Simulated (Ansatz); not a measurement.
# HfSnGe in the AlB2 type: lattice stability ahead of a resistivity run

The plan: relax HfSnGe in the AlB2 type, check its phonons, and, if the lattice is stable, compute its Eliashberg function and ρ(T).

Calculated with Ansatz 0.2.0; DFT PBEsol, scalar-relativistic, plane waves, PAW; PAW set soft_1.

The structure was built from a prototype and need not be the compound's stable phase.

### Step 1. Set-up

The structure is hexagonal, space group P-6m2 (No. 187). The conventional cell has a = 4.295 Å, b = 4.295 Å, c = 4.510 Å, α = 90.00°, β = 90.00°, γ = 120.00°. Nearest to Hf lie 6 Sn at 3.35 Å and 6 Ge at 3.35 Å. Nearest to Ge lie 3 Sn at 2.48 Å and 6 Hf at 3.35 Å. Nearest to Sn lie 3 Ge at 2.48 Å and 6 Hf at 3.35 Å. Farther neighbours are not listed.

### Step 2. Relaxation

The structure is brought to rest under this functional.

File input.yaml:

```yaml
crystal:
  lattice:
    - [4.29502, 0.0, 0.0]
    - [-2.14751, 3.7196, 0.0]
    - [0.0, 0.0, 4.50977]
  atoms:
    - { symbol: Hf, position: [0.0, 0.0, 0.0] }
    - { symbol: Ge, position: [0.33333333, 0.66666667, 0.5] }
    - { symbol: Sn, position: [0.66666667, 0.33333333, 0.5] }
kpoints:
  mp_grid: { grid: [9, 9, 8] }
hamiltonian:
  xc: pbesol
  pseudopotentials: { kind: paw, azcp: { folder: soft_1 }, xc_functional: pbe }
scf:
  occupations: { method: gaussian, width: 0.1 }
output:
  forces: true
  stress: true
  eigenvalues: true
relax:
  adjacent_minimum: "off"
  f_tol: 0.005
  max_steps: 80
  cell: { stress_tol: 0.05 }
```

Run with:

```sh
ansatz run input.yaml --threads 4 --pin off --max-ram 12288MiB --backend cpu --events-out ev --progress --plain --runs-dir out
```

Numbers of over 12 decimals in the logs are rounded to 6 here.

The log of the run:

```text
Engine: ansatz 0.2.0, x86_64-unknown-linux-gnu
Pseudopotentials: kind: paw
Pseudopotential: Hf, paw, valence charge 26, recommended cutoff 420 eV (normal), soft_1/Hf.paw.azcp
Pseudopotential: Ge, paw, valence charge 14, recommended cutoff 420 eV (normal), soft_1/Ge.paw.azcp
Pseudopotential: Sn, paw, valence charge 14, recommended cutoff 420 eV (normal), soft_1/Sn.paw.azcp
Functional definition: PBEsol
  exchange = pbesol_x
  correlation = pbesol_c
Crystal: 3 atoms, lattice volume = 72.047 Å³
Basis set: ecut = 420 eV, 1413 PW (Γ), exchange–correlation on 60×60×64 points (8 copies of the dense FFT grid, shifted against one another)
Bands: 33, of which v1, the nominal top of the filled ones, is band 27 counted from 1 (26 counted from 0)
Symmetry: 12 space group operations
Space group: P-6m2 (ITA 187), of the structure as read, at distance tolerance 4.2e-5 Å
k-points: 60 of 648 (time reversal used)
Non-local potential: Hf, projectors of the file, l = 0: 3, l = 1: 2, l = 2: 2, l = 3: 3
Non-local potential: Ge, projectors of the file, l = 0: 2, l = 1: 2, l = 2: 3, l = 3: 1
Non-local potential: Sn, projectors of the file, l = 0: 2, l = 1: 2, l = 2: 2, l = 3: 1
PAW form: soft (Blöchl's): semilocal exchange-correlation on the pseudo side does not see the compensation charge
PAW frozen core: Hf, regenerated for the run's functional, and the local potential with it (the file was generated under x = pbe(κ = 0.804, μ = 0.219515), c = pbe(β = 0.066725))
PAW frozen core: Ge, regenerated for the run's functional, and the local potential with it (the file was generated under x = pbe(κ = 0.804, μ = 0.219515), c = pbe(β = 0.066725))
PAW frozen core: Sn, regenerated for the run's functional, and the local potential with it (the file was generated under x = pbe(κ = 0.804, μ = 0.219515), c = pbe(β = 0.066725))
PAW one-centre angular grid: Hf, 590 points (default); XC on 64 Gauss nodes
PAW one-centre angular grid: Ge, 590 points (default); XC on 64 Gauss nodes
PAW one-centre angular grid: Sn, 590 points (default); XC on 64 Gauss nodes
Initial density: superposition of atomic densities (chi_scale 0.1, normalization cell, long waves kept (reshape's long-wave potential 0.00 eV rms))
Initial wavefunctions: pseudopotential atomic-orbital guess
Functional: x = pbesol(κ = 0.804, μ = 0.123457), c = pbesol(β = 0.046)
SCF iter   1: F=—  HF=-25801.024801 eV  |F-HF|=—  |Δ(HF+E_count)|=         —  Δρ=5.02e-2  dr2=3.72e0  ethr=3.10e-3  ⟨swp⟩=6.0  Hψ=7369  notcnv=0
preconditioner: auto → Kerker (q_TF=auto, 2.600 Å⁻¹)  [metal: Δε(μ)=0.038 eV  Ē_g=16.735 eV  σ=0.100 eV  W_gap=0.21  n_scr=20 (ndim 8)  ℏωp=29.7 eV  f_vac=0.000  D(μ)=3.04/eV (n_scr^D=20)]
SCF iter   2: F=—  HF=-25800.255009 eV  |F-HF|=—  |Δ(HF+E_count)|=   7.70e-1  Δρ=2.03e-2  dr2=4.61e-1  ethr=3.10e-3  ⟨swp⟩=3.8  Hψ=4508  notcnv=0  defer=45
SCF iter   3: F=—  HF=-25800.111381 eV  |F-HF|=—  |Δ(HF+E_count)|=   1.44e-1  Δρ=1.08e-2  dr2=1.06e-1  ethr=8.54e-4  ⟨swp⟩=2.0  Hψ=3030  notcnv=0  defer=45
SCF iter   4: F=—  HF=-25800.080721 eV  |F-HF|=—  |Δ(HF+E_count)|=   3.07e-2  Δρ=5.12e-3  dr2=2.30e-2  ethr=1.97e-4  ⟨swp⟩=2.0  Hψ=3878  notcnv=0  defer=45
SCF iter   5: F=—  HF=-25800.079317 eV  |F-HF|=—  |Δ(HF+E_count)|=   1.40e-3  Δρ=1.68e-3  dr2=2.35e-3  ethr=4.27e-5  ⟨swp⟩=2.0  Hψ=3825  notcnv=0  defer=45
SCF iter   6: F=—  HF=-25800.077091 eV  |F-HF|=—  |Δ(HF+E_count)|=   2.23e-3  Δρ=5.87e-4  dr2=4.04e-4  ethr=4.35e-6  ⟨swp⟩=2.0  Hψ=3354  notcnv=0  defer=45
SCF iter   7: F=—  HF=-25800.077063 eV  |F-HF|=—  |Δ(HF+E_count)|=   2.80e-5  Δρ=2.82e-4  dr2=9.12e-5  ethr=7.47e-7  ⟨swp⟩=2.0  Hψ=3575  notcnv=0  defer=45
SCF iter   8: F=—  HF=-25800.077066 eV  |F-HF|=—  |Δ(HF+E_count)|=   3.21e-6  Δρ=6.71e-5  dr2=5.63e-6  ethr=1.69e-7  ⟨swp⟩=2.0  Hψ=3595  notcnv=0  defer=45
SCF iter   9: F=—  HF=-25800.077061 eV  |F-HF|=—  |Δ(HF+E_count)|=   5.10e-6  Δρ=1.91e-5  dr2=4.75e-7  ethr=1.04e-8  ⟨swp⟩=2.0  Hψ=2291  notcnv=0  defer=45
SCF iter  10: F=-25800.077061 eV  HF=-25800.077061 eV  |F-HF|=3.31e-8  |Δ(HF+E_count)|=   1.31e-7  Δρ=5.69e-6  dr2=3.27e-8  ethr=1.85e-10  ⟨swp⟩=9.8  Hψ=9349  notcnv=0
SCF 1 converged in 10 iterations: F = -25800.077061 eV  dr2 = 3.27e-8
  greatest PAW one-centre occupation: 0.998 electrons in one spin orbital (limit 2), on the Hf atom at site 0 (counted from 0), in its partial waves of l = 3
relax step   1: F+E_penalty+E_count = -25800.07706077 eV  Δ(F+E_penalty+E_count) = +0.000e0 eV  max|allowed force component| = 1.357e-16 eV/Å  Δτ_max = 0.0000 Å  P = -0.579 GPa  Ω = 72.047 Å³  (10 SCF iters, dr2 threshold 1.00e-7 eV, accepted)
Crystal: 3 atoms, lattice volume = 70.957 Å³
Basis set: ecut = 420 eV, 1377 PW (Γ), exchange–correlation on 60×60×64 points (8 copies of the dense FFT grid, shifted against one another)
Initial density: handed on by an earlier stage of this run
Initial wavefunctions: those handed on with the density
iter 1 solved again at ethr=1.53e-5 eV; its pass at ethr=3.10e-3 eV (dr2=8.24e-3 eV) is discarded
SCF iter   1: F=—  HF=-25800.517522 eV  |F-HF|=—  |Δ(HF+E_count)|=         —  Δρ=3.12e-3  dr2=8.98e-3  ethr=1.53e-5  ⟨swp⟩=2.0  Hψ=12040  notcnv=0
preconditioner: auto → Kerker (q_TF=auto, 2.607 Å⁻¹)  [metal: Δε(μ)=0.010 eV  Ē_g=17.395 eV  σ=0.100 eV  W_gap=0.06  n_scr=20 (ndim 8)  ℏωp=29.9 eV  f_vac=0.000  D(μ)=2.09/eV (n_scr^D=20)]
SCF iter   2: F=—  HF=-25800.516070 eV  |F-HF|=—  |Δ(HF+E_count)|=   1.45e-3  Δρ=1.89e-3  dr2=3.63e-3  ethr=1.53e-5  ⟨swp⟩=1.4  Hψ=2009  notcnv=0
SCF iter   3: F=—  HF=-25800.515327 eV  |F-HF|=—  |Δ(HF+E_count)|=   7.43e-4  Δρ=4.25e-4  dr2=1.95e-4  ethr=6.72e-6  ⟨swp⟩=2.0  Hψ=3026  notcnv=0
SCF iter   4: F=—  HF=-25800.515274 eV  |F-HF|=—  |Δ(HF+E_count)|=   5.26e-5  Δρ=2.83e-4  dr2=9.90e-5  ethr=3.62e-7  ⟨swp⟩=3.0  Hψ=3898  notcnv=0
SCF iter   5: F=—  HF=-25800.515225 eV  |F-HF|=—  |Δ(HF+E_count)|=   4.96e-5  Δρ=1.14e-4  dr2=1.62e-5  ethr=1.83e-7  ⟨swp⟩=2.1  Hψ=3644  notcnv=0
SCF iter   6: F=—  HF=-25800.515222 eV  |F-HF|=—  |Δ(HF+E_count)|=   2.48e-6  Δρ=5.33e-5  dr2=2.43e-6  ethr=2.99e-8  ⟨swp⟩=2.0  Hψ=3184  notcnv=0
SCF iter   7: F=—  HF=-25800.515222 eV  |F-HF|=—  |Δ(HF+E_count)|=   5.85e-7  Δρ=1.82e-5  dr2=3.43e-7  ethr=4.49e-9  ⟨swp⟩=2.0  Hψ=3612  notcnv=0
SCF iter   8: F=-25800.515221 eV  HF=-25800.515221 eV  |F-HF|=4.27e-8  |Δ(HF+E_count)|=   1.63e-7  Δρ=5.71e-6  dr2=3.51e-8  ethr=5.56e-10  ⟨swp⟩=8.0  Hψ=11603  notcnv=0
SCF 2 converged in 8 iterations: F = -25800.515221 eV  dr2 = 3.51e-8
[...]
[... from here on, the SCF cycles and remarks between the steps are left out ...]
relax step   4: F+E_penalty+E_count = -25801.20235241 eV  Δ(F+E_penalty+E_count) = -3.254e-1 eV  max|allowed force component| = 2.498e-16 eV/Å  Δτ_max = 0.0000 Å  P = -1.145 GPa  Ω = 66.570 Å³  energy of the carried Pulay correction = +7.760e-4 eV  (8 SCF iters, dr2 threshold 3.00e-7 eV, accepted)
relax step   5: F+E_penalty+E_count = -25801.45278891 eV  Δ(F+E_penalty+E_count) = -2.504e-1 eV  max|allowed force component| = 1.696e-16 eV/Å  Δτ_max = 0.0000 Å  P = +0.119 GPa  Ω = 64.301 Å³  energy of the carried Pulay correction = +1.129e-3 eV  (8 SCF iters, dr2 threshold 3.00e-7 eV, accepted)
relax step   6: F+E_penalty+E_count = -25801.62463059 eV  Δ(F+E_penalty+E_count) = -1.718e-1 eV  max|allowed force component| = 1.234e-16 eV/Å  Δτ_max = 0.0000 Å  P = +0.924 GPa  Ω = 62.844 Å³  energy of the carried Pulay correction = +1.348e-3 eV  (8 SCF iters, dr2 threshold 3.00e-7 eV, accepted)
relax step   7: F+E_penalty+E_count = -25801.92120973 eV  Δ(F+E_penalty+E_count) = -2.966e-1 eV  max|allowed force component| = 4.533e-16 eV/Å  Δτ_max = 0.0000 Å  P = +1.160 GPa  Ω = 61.459 Å³  energy of the carried Pulay correction = +1.558e-3 eV  (9 SCF iters, dr2 threshold 3.00e-7 eV, accepted)
relax step   8: F+E_penalty+E_count = -25802.21074221 eV  Δ(F+E_penalty+E_count) = -2.895e-1 eV  max|allowed force component| = 2.560e-16 eV/Å  Δτ_max = 0.0000 Å  P = +2.341 GPa  Ω = 59.637 Å³  energy of the carried Pulay correction = +1.856e-3 eV  (9 SCF iters, dr2 threshold 3.00e-7 eV, accepted)
relax step   9: F+E_penalty+E_count = -25802.17195366 eV  Δ(F+E_penalty+E_count) = +3.879e-2 eV  max|allowed force component| = 1.295e-16 eV/Å  Δτ_max = 0.0000 Å  P = +2.659 GPa  Ω = 59.476 Å³  energy of the carried Pulay correction = +1.841e-3 eV  (8 SCF iters, dr2 threshold 3.00e-7 eV, rejected (line search))
relax step  10: F+E_penalty+E_count = -25802.27042925 eV  Δ(F+E_penalty+E_count) = -5.969e-2 eV  max|allowed force component| = 1.665e-16 eV/Å  Δτ_max = 0.0000 Å  P = -1.142 GPa  Ω = 61.533 Å³  energy of the carried Pulay correction = +1.493e-3 eV  (12 SCF iters, accepted)
relax step  11: F+E_penalty+E_count = -25802.28382233 eV  Δ(F+E_penalty+E_count) = -1.339e-2 eV  max|allowed force component| = 8.018e-17 eV/Å  Δτ_max = 0.0000 Å  P = -0.223 GPa  Ω = 60.850 Å³  energy of the carried Pulay correction = +1.610e-3 eV  (7 SCF iters, dr2 threshold 3.00e-7 eV, accepted)
relax step  12: F+E_penalty+E_count = -25802.28400469 eV  Δ(F+E_penalty+E_count) = -1.824e-4 eV  max|allowed force component| = 1.573e-16 eV/Å  Δτ_max = 0.0000 Å  P = +0.002 GPa  Ω = 60.706 Å³  energy of the carried Pulay correction = +1.636e-3 eV  (6 SCF iters, dr2 threshold 3.00e-7 eV, accepted)
relax step  13: F+E_penalty+E_count = -25802.29221002 eV  Δ(F+E_penalty+E_count) = -8.205e-3 eV  max|allowed force component| = 1.419e-16 eV/Å  Δτ_max = 0.0000 Å  P = +0.232 GPa  Ω = 60.706 Å³  stress off target by 3.58e-1 GPa  SCF on the basis re-selected at this cell (its energy is not comparable with the rows above)  (9 SCF iters)
relax step  14: F+E_penalty+E_count = -25802.29238246 eV  Δ(F+E_penalty+E_count) = -1.724e-4 eV  max|allowed force component| = 1.449e-16 eV/Å  Δτ_max = 0.0000 Å  P = +0.019 GPa  Ω = 60.845 Å³  energy of the carried Pulay correction = -2.634e-5 eV  (5 SCF iters, dr2 threshold 3.00e-7 eV, accepted)
iter 1 solved again at ethr=2.11e-8 eV; its pass at ethr=3.10e-3 eV (dr2=1.14e-5 eV) is discarded
SCF iter   1: F=—  HF=-25802.292405 eV  |F-HF|=—  |Δ(HF+E_count)|=         —  Δρ=5.93e-5  dr2=7.00e-8  ethr=2.11e-8  ⟨swp⟩=4.1  Hψ=13882  notcnv=0
preconditioner: auto → Kerker (q_TF=auto, 2.675 Å⁻¹)  [metal: Δε(μ)=0.073 eV  Ē_g=19.629 eV  σ=0.100 eV  W_gap=0.38  n_scr=26 (ndim 8)  ℏωp=34.3 eV  f_vac=0.000  D(μ)=1.51/eV (n_scr^D=6)]
SCF iter   2: F=—  HF=-25802.292412 eV  |F-HF|=—  |Δ(HF+E_count)|=   6.76e-6  Δρ=3.03e-5  dr2=2.27e-8  ethr=1.30e-10  ⟨swp⟩=2.2  Hψ=3539  notcnv=0
SCF iter   3: F=—  HF=-25802.292412 eV  |F-HF|=—  |Δ(HF+E_count)|=   1.06e-7  Δρ=1.23e-5  dr2=5.39e-9  ethr=4.20e-11  ⟨swp⟩=2.3  Hψ=3372  notcnv=0
SCF iter   4: F=—  HF=-25802.292412 eV  |F-HF|=—  |Δ(HF+E_count)|=   2.12e-8  Δρ=7.12e-7  dr2=5.24e-10  ethr=9.97e-12  ⟨swp⟩=2.0  Hψ=2603  notcnv=0
SCF iter   5: F=—  HF=-25802.292412 eV  |F-HF|=—  |Δ(HF+E_count)|=  1.53e-10  Δρ=8.25e-7  dr2=2.56e-10  ethr=1.00e-12  ⟨swp⟩=2.0  Hψ=3610  notcnv=0
SCF iter   6: F=-25802.292412 eV  HF=-25802.292412 eV  |F-HF|=1.09e-11  |Δ(HF+E_count)|=  1.20e-10  Δρ=1.20e-7  dr2=1.15e-11  ethr=1.00e-12  ⟨swp⟩=5.8  Hψ=10464  notcnv=0
SCF 15 converged in 6 iterations: F = -25802.292412 eV  dr2 = 1.15e-11
relax step  15: F+E_penalty+E_count = -25802.29241199 eV  Δ(F+E_penalty+E_count) = -2.954e-5 eV  max|allowed force component| = 1.203e-16 eV/Å  Δτ_max = 0.0000 Å  P = +0.019 GPa  Ω = 60.845 Å³  stress off target by 2.87e-2 GPa  SCF on the basis re-selected at this cell (its energy is not comparable with the rows above)  (6 SCF iters)
basis re-selected at this cell: Δ(F+E_penalty+E_count) = -2.954e-5 eV, ΔP = +0.000 GPa vs the last step (what re-selecting the basis moved, of the pressure what is left beyond the Pulay correction that the steps carried, after the strain that the cell walked since its last selection, with what the two solves' SCF thresholds leave and, on support functions, any second-order correction that the steps lacked; it is no m [...]
SCF converged after 6 iterations
Free energy (F): -25802.292412 eV
Harris-Foulkes:  -25802.292412 eV  (|F-HF|=1.09e-11)
Internal energy: -25802.284851 eV  (E = F + TS)
E sigma→0 (E₀):  -25802.288632 eV
Entropy (-TS):   -0.007561 eV (-2.520 meV/atom)
Fermi energy:    15.166249 eV
--- Per-component energies (eV) ---
  E_band       = -165.362091
  E_kinetic    = 672.336197
  E_local      = -9516.097876  (includes V_loc(G=0)·N_el)
  E_nonlocal   = 429.009857
  E_hartree    = 4660.750000
  E_xc         = -462.045643
  E_vxc        = -402.403273  (∫ρ·V_xc dr)
  E_paw        = -13840.864699  (= ΣΔE_a)
  E_vpaw       = -669.707519  (= ΣTr[D̂ρ^β])
  E_aug_tail   = 0.000406  (compensation charges beyond the density's cutoff)
  E_ewald      = -7747.826927
  E_core_change = 2.453833  (= ΣΔE_core)
  E_smearing   = -0.007561  (= −TS)
  E_closure    = 0.000000  (closes the sum)
  Σ components = -25802.292412   (vs F -25802.292412, Δ=0.00e0)
--- Forces (eV/Å), atoms counted from 1 ---
  atom   1  Hf     0.00000000     0.00000000     0.00000000
  atom   2  Ge     0.00000000     0.00000000     0.00000000
  atom   3  Sn     0.00000000    -0.00000000     0.00000000
  max |Σ_I F_I| component: 8.33e-17 eV/Å
--- Stress (GPa, compression-positive) ---
        0.028678       0.000000       0.000000
        0.000000       0.028678       0.000000
        0.000000       0.000000      -0.000996
  P = ⅓ Tr σ = 0.0188 GPa (0.188 kbar)
--- Band table (eV; the first three rows and the last of 60) ---
  k-point 0: bands = [... 23 lower, 10.8590, 10.8590, 13.1597, 14.8983, 14.8983, 19.0235, 19.5037, 19.5037, ... 2 higher]
  k-point 1: bands = [... 23 lower, 11.1527, 11.1527, 13.8185, 14.7194, 14.7194, 17.5612, 19.3902, 19.3902, ... 2 higher]
  k-point 2: bands = [... 23 lower, 12.0095, 12.0095, 13.7536, 14.1926, 14.1926, 16.5236, 18.9314, 18.9314, ... 2 higher]
  k-point 59: bands = [... 23 lower, 11.2545, 11.4936, 12.6907, 14.9857, 15.2280, 16.0260, 17.6285, 17.7111, ... 2 higher]
--- Relaxed structure (13 steps of the walk, 12 accepted, 2 SCFs on fresh bases) ---
  F+E_penalty+E_count = -25802.29241199 eV   max|allowed force component| = 1.203e-16 eV/Å   (the final SCF, on the basis selected at the relaxed cell)
  cell:  # Å, volume = 60.8449 Å³
    - [4.930378, 0, 0.0]
    - [-2.465189, 4.269833, 0.0]
    - [0.0, 0.0, 2.890236]
  atoms:
    - { symbol: Hf, position: [0, 0, 0.0] }
    - { symbol: Ge, position: [0.333333, 0.666667, 0.500000] }
    - { symbol: Sn, position: [0.666667, 0.333333, 0.500000] }
```

Wall time 82 s (4 threads of Intel Xeon 6975P-C (Granite Rapids), shared host); peak memory 0.63 GiB; 5.3 min of CPU time.

Step by step:

```tsv
step	energy less that of the first step (eV)	largest force component (eV/Å)	pressure (GPa)	volume (Å³)
1	0.0000	0.0000	-0.58	72.05
2	-0.4382	0.0000	-1.97	70.96
3	-0.7999	0.0000	-1.53	68.64
4	-1.1253	0.0000	-1.15	66.57
5	-1.3757	0.0000	0.12	64.30
6	-1.5476	0.0000	0.92	62.84
7	-1.8441	0.0000	1.16	61.46
8	-2.1337	0.0000	2.34	59.64
9	-2.0949	0.0000	2.66	59.48
10	-2.1934	0.0000	-1.14	61.53
11	-2.2068	0.0000	-0.22	60.85
12	-2.2069	0.0000	0.00	60.71
13*	-2.2151	0.0000	0.23	60.71
14	-2.2153	0.0000	0.02	60.84
15*	-2.2154	0.0000	0.02	60.84
```

Relaxation steps marked * repeat the geometry before them on a plane-wave basis chosen anew for their cell, so energy and pressure can jump there. Relaxation step 9 was tried and not accepted.

Forces are held to the 12 operations that the run works with; a distortion that breaks them can't arise in this run.

```tsv
cell as run	before	after	change
a (Å)	4.295	4.930	+14.8 %
b (Å)	4.295	4.930	+14.8 %
c (Å)	4.510	2.890	-35.9 %
volume (Å³/atom)	24.02	20.28	-15.5 %
```

The relaxed structure:

```xyz
3
Lattice="4.9304 0.0000 0.0000 -2.4652 4.2698 0.0000 0.0000 0.0000 2.8902" Properties=species:S:1:pos:R:3 pbc="T T T"
Hf    0.0000    0.0000    0.0000
Ge    0.0000    2.8466    1.4451
Sn    2.4652    1.4233    1.4451
```

Numbers from this step:

- pressure: 0.01879 GPa
- volume per atom: 20.28 Å³/atom
- metallic on mesh: yes
- gap on the k-mesh: 0 eV

The largest force is now zero by symmetry and the largest stress component 0.029 GPa.

### Step 3. Relaxation

The relaxation is repeated from the new cell as a check.

input.yaml, the sections that differ from step 2:

```yaml
crystal:
  lattice:
    - [4.9303783184, 0.0, 0.0]
    - [-2.4651891592, 4.269832874, 0.0]
    - [0.0, 0.0, 2.8902363327]
  atoms:
    - { symbol: Hf, position: [0.0, 0.0, 0.0] }
    - { symbol: Ge, position: [0.3333333333, 0.6666666667, 0.5] }
    - { symbol: Sn, position: [0.6666666667, 0.3333333333, 0.5] }
kpoints:
  mp_grid: { grid: [9, 9, 10] }
# hamiltonian, scf, output, relax: as in step 2
```

The log of the run:

```text
[the first part of the log is left out]
  E_paw        = -13840.832692  (= ΣΔE_a)
  E_vpaw       = -669.669826  (= ΣTr[D̂ρ^β])
  E_aug_tail   = 0.000401  (compensation charges beyond the density's cutoff)
  E_ewald      = -7743.205321
  E_core_change = 2.453833  (= ΣΔE_core)
  E_smearing   = -0.005213  (= −TS)
  E_closure    = -0.000000  (closes the sum)
  Σ components = -25802.279937   (vs F -25802.279937, Δ=0.00e0)
[...]
--- Stress (GPa, compression-positive) ---
       -0.000159       0.000000       0.000000
        0.000000      -0.000159       0.000000
        0.000000       0.000000       0.001830
  P = ⅓ Tr σ = 0.0005 GPa (0.005 kbar)
--- Band table (eV; the first three rows and the last of 72) ---
[...]
--- Relaxed structure (3 steps of the walk, 3 accepted, 1 SCFs on fresh bases) ---
[...]
cell:  # Å, volume = 60.9211 Å³
    - [4.938619, 0.0, 0.0]
    - [-2.469309, 4.276969, 0.0]
    - [0.0, 0.0, 2.884207]
  atoms:
    - { symbol: Hf, position: [0, 0, 0.0] }
    - { symbol: Ge, position: [0.333333, 0.666667, 0.500000] }
    - { symbol: Sn, position: [0.666667, 0.333333, 0.500000] }
```

Run time: 16 s. Hardware: 4 threads; peak memory 0.57 GiB.

Step by step:

```tsv
step	energy less that of the first step (eV)	largest force component (eV/Å)	pressure (GPa)	volume (Å³)
1	0.0000	0.0000	0.09	60.84
2	-0.0002	0.0000	-0.07	60.98
3	-0.0003	0.0000	0.00	60.92
4	-0.0003	0.0000	0.00	60.92
```

The log counts 1 steps on a newly chosen plane-wave basis, not all of them marked here; energy and pressure can jump at such steps.

```tsv
conventional cell, symmetrised	before	after	change
a (Å)	4.930	4.939	+0.2 %
b (Å)	4.930	4.939	+0.2 %
c (Å)	2.890	2.884	-0.2 %
volume (Å³/atom)	20.28	20.31	+0.1 %
```

The relaxed structure:

```xyz
3
Lattice="4.9386 0.0000 0.0000 -2.4693 4.2770 0.0000 0.0000 0.0000 2.8842" Properties=species:S:1:pos:R:3 pbc="T T T"
Hf    0.0000    0.0000    0.0000
Ge    0.0000    2.8513    1.4421
Sn    2.4693    1.4257    1.4421
```

This step gave:

| Quantity | Value |
| --- | --- |
| pressure | 5.04e-4 GPa |
| volume per atom | 20.31 Å³/atom |

The largest force is now zero by symmetry and the largest stress component 0.0018 GPa.

(Continued in part 2 of 3.)

[Logs are printed without paths, hosts, clocks, repeated set-up lines and the standing remarks that a program may print on its own settings, such as how far it seeks lower states.]

[Hosts, paths, dates, database ids (printed as entryN), source tags and the programs' standing remarks are cut or masked in the printed files.]
